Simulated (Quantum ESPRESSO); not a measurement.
**Collinear magnetic orders of CaCu2O3 with Quantum ESPRESSO**

Aim: find out which collinear order of CaCu2O3 costs least.

Main program and level: Quantum ESPRESSO 7.5; PBEsol; plane waves with GBRV 1.5 PBEsol potentials, no spin-orbit coupling.

Most raw output is cut from this account.

## Step 1: The structure

Symmetry: Pmmn, No. 59, orthorhombic system. The conventional cell has a = 4.110 Å, b = 9.850 Å, c = 3.470 Å, α = 90.00°, β = 90.00°, γ = 90.00°. Nearest to Ca lie 6 O at 2.22 to 2.49 Å. Cu has 4 O at 1.87 to 2.06 Å nearest. Nearest to O lie 3 Cu at 1.88 to 2.06 Å and 2 Ca at 2.35 to 2.49 Å. Nearest to O lie 2 Cu at 1.87 Å and 2 Ca at 2.22 Å. Farther neighbours and most contacts between anions are not listed.

The cell comes from the Crystallography Open Database.

## Step 2: Run 1 (ferro ++++)

The signs are those of the starting moments on the seeded atoms, the atoms that are given a moment.

File pw.in:

```
&CONTROL
  calculation = 'scf'
  prefix = 'pwscf'
  outdir = './tmp'
  pseudo_dir = './pseudo'
  disk_io = 'nowf'
/
&SYSTEM
  ibrav = 0
  celldm(1) = 8
  nat = 12
  ntyp = 3
  ecutwfc = 40
  ecutrho = 280
  nbnd = 85
  occupations = 'smearing'
  smearing = 'fd'
  degauss = 0.00367493
  nspin = 2
  starting_magnetization(1) = 0
  starting_magnetization(2) = 0.0526
  starting_magnetization(3) = 0
/
&ELECTRONS
  conv_thr = 2.4d-08
  electron_maxstep = 150
  mixing_beta = 0.3
/
ATOMIC_SPECIES
Ca     40.0780 ca_pbesol_v1.uspp.F.UPF
Cu     63.5460 cu_pbesol_v1.2.uspp.F.UPF
O      15.9990 o_pbesol_v1.2.uspp.F.UPF
CELL_PARAMETERS alat
   0.9708467965265    0.0000000000000    0.0000000000000
   0.0000000000000    2.3267252909455    0.0000000000000
   0.0000000000000    0.0000000000000    0.8196687065564
ATOMIC_POSITIONS crystal
Ca      0.0000000000    0.0000000000    0.6567000000
Ca      0.5000000000    0.5000000000    0.3433000000
Cu      0.5000000000    0.8340000000    0.1534000000
Cu      0.5000000000    0.1660000000    0.1534000000
Cu      0.0000000000    0.3340000000    0.8466000000
Cu      0.0000000000    0.6660000000    0.8466000000
O       0.0000000000    0.8290000000    0.1290000000
O       0.0000000000    0.1710000000    0.1290000000
O       0.5000000000    0.3290000000    0.8710000000
O       0.5000000000    0.6710000000    0.8710000000
O       0.5000000000    0.0000000000    0.4150000000
O       0.0000000000    0.5000000000    0.5850000000
K_POINTS automatic
6 2 6 0 0 0
```

Command:

```sh
$ OMP_NUM_THREADS=1 mpirun -n 4 pw.x -nk 4 -in pw.in > pw.out
```

The job ended after 1.9 min (4 MPI ranks of Intel Xeon 6975P-C (Granite Rapids), shared host; peak memory 1.1 GiB).

Spin moment in the atom's sphere by atom:

| atom | spin moment in the atom's sphere (μB) |
| --- | --- |
| Ca1 | 0.0000 |
| Ca2 | 0.0000 |
| Cu3 | 0.0000 |
| Cu4 | 0.0000 |
| Cu5 | 0.0000 |
| Cu6 | 0.0000 |
| O7 | 0.0001 |
| O8 | 0.0001 |
| O9 | 0.0001 |
| O10 | 0.0001 |
| O11 | 0.0001 |
| O12 | 0.0001 |

Numbers from this step:

| Item | Value |
| --- | --- |
| smearing term TS | 0.01479 eV |
| magnetization | 0 μB |
| absolute magnetization | 0 μB |
| final state | non-magnetic |

## Step 3: Run 2, typed as antiferro +−+−

Changes to pw.in since step 2:

```diff
@@ -11,6 +11,6 @@
   nat = 12
-  ntyp = 3
+  ntyp = 4
   ecutwfc = 40
   ecutrho = 280
-  nbnd = 85
+  nbnd = 83
   occupations = 'smearing'
@@ -21,3 +21,4 @@
   starting_magnetization(2) = 0.0526
-  starting_magnetization(3) = 0
+  starting_magnetization(3) = -0.0526
+  starting_magnetization(4) = 0
 /
@@ -30,3 +31,4 @@
 Ca     40.0780 ca_pbesol_v1.uspp.F.UPF
-Cu     63.5460 cu_pbesol_v1.2.uspp.F.UPF
+Cu1    63.5460 cu_pbesol_v1.2.uspp.F.UPF
+Cu2    63.5460 cu_pbesol_v1.2.uspp.F.UPF
 O      15.9990 o_pbesol_v1.2.uspp.F.UPF
@@ -39,6 +41,6 @@
 Ca      0.5000000000    0.5000000000    0.3433000000
-Cu      0.5000000000    0.8340000000    0.1534000000
-Cu      0.5000000000    0.1660000000    0.1534000000
-Cu      0.0000000000    0.3340000000    0.8466000000
-Cu      0.0000000000    0.6660000000    0.8466000000
+Cu1     0.5000000000    0.8340000000    0.1534000000
+Cu2     0.5000000000    0.1660000000    0.1534000000
+Cu1     0.0000000000    0.3340000000    0.8466000000
+Cu2     0.0000000000    0.6660000000    0.8466000000
 O       0.0000000000    0.8290000000    0.1290000000
```

The job ended after 2.4 min (4 MPI ranks; peak memory 1.1 GiB).

The spin moment in the atom's sphere vanishes on all atoms.

Numbers from this step:

```
smearing term TS       : 0.01479 eV
magnetization          : 0 μB
absolute magnetization : 0 μB
final state            : non-magnetic
```

## Step 4: Run 3 (antiferro ++−−)

Changes to pw.in since step 3:

```diff
@@ -42,4 +42,4 @@
 Cu1     0.5000000000    0.8340000000    0.1534000000
-Cu2     0.5000000000    0.1660000000    0.1534000000
-Cu1     0.0000000000    0.3340000000    0.8466000000
+Cu1     0.5000000000    0.1660000000    0.1534000000
+Cu2     0.0000000000    0.3340000000    0.8466000000
 Cu2     0.0000000000    0.6660000000    0.8466000000
```

Elapsed: 2.5 min, on 4 MPI ranks; peak memory 1.1 GiB.

The spin moment in the atom's sphere vanishes on all atoms.

Numbers from this step:

| Quantity | Value |
| --- | --- |
| smearing term TS | 0.01479 eV |
| magnetization | 0 μB |
| absolute magnetization | 0 μB |
| final state | non-magnetic |

## Step 5: Energies of the orders

An order is kept where moments of 0.15 μB or more survive with the typed signs; meshes match where a doubled cell samples the same k points as the first cell.

Orders:

| start | final state | typed order kept | energy over the lowest (meV a seeded atom) | largest site moment (μB) | net moment (μB a cell of the first run) | mesh matched | CPU time (s) |
| --- | --- | --- | --- | --- | --- | --- | --- |
| ferro ++++ | non-magnetic | no | 0 | 0 | 0 | yes | 464.2 |
| antiferro +-+- | non-magnetic | no | 0 | 0 | 0 | yes | 582.1 |
| antiferro ++-- | non-magnetic | no | 0.003338 | 0 | 0 | yes | 610.9 |

## Step 6: What came out

* lowest state found: non-magnetic (from ferro ++++, antiferro +-+- and antiferro ++--)
* largest site moment: 0 μB

What this shows: The lowest state carries no moment, and no start kept one. Only these 3 starts were compared; other wavevectors, canted and longer-period orders were not. No Hubbard term acts here. In such compounds local and semilocal functionals without one often delocalise the d electrons, and can shrink or lose moments and miss the size, sign and order of the couplings.

[Logs and program files are shortened in this print: banners, set-up blocks, solver, clock and traceback lines can be left out without a mark of their own.]

[Logs are printed without paths, hosts, clocks, repeated set-up lines and the standing remarks that a program may print on its own settings, such as how far it seeks lower states.]

[Hosts, paths, dates, database ids (printed as entryN), source tags and the programs' standing remarks are cut or masked in the printed files.]

[Where a cell is said to come from a database of computed structures, the database is the Materials Project.]
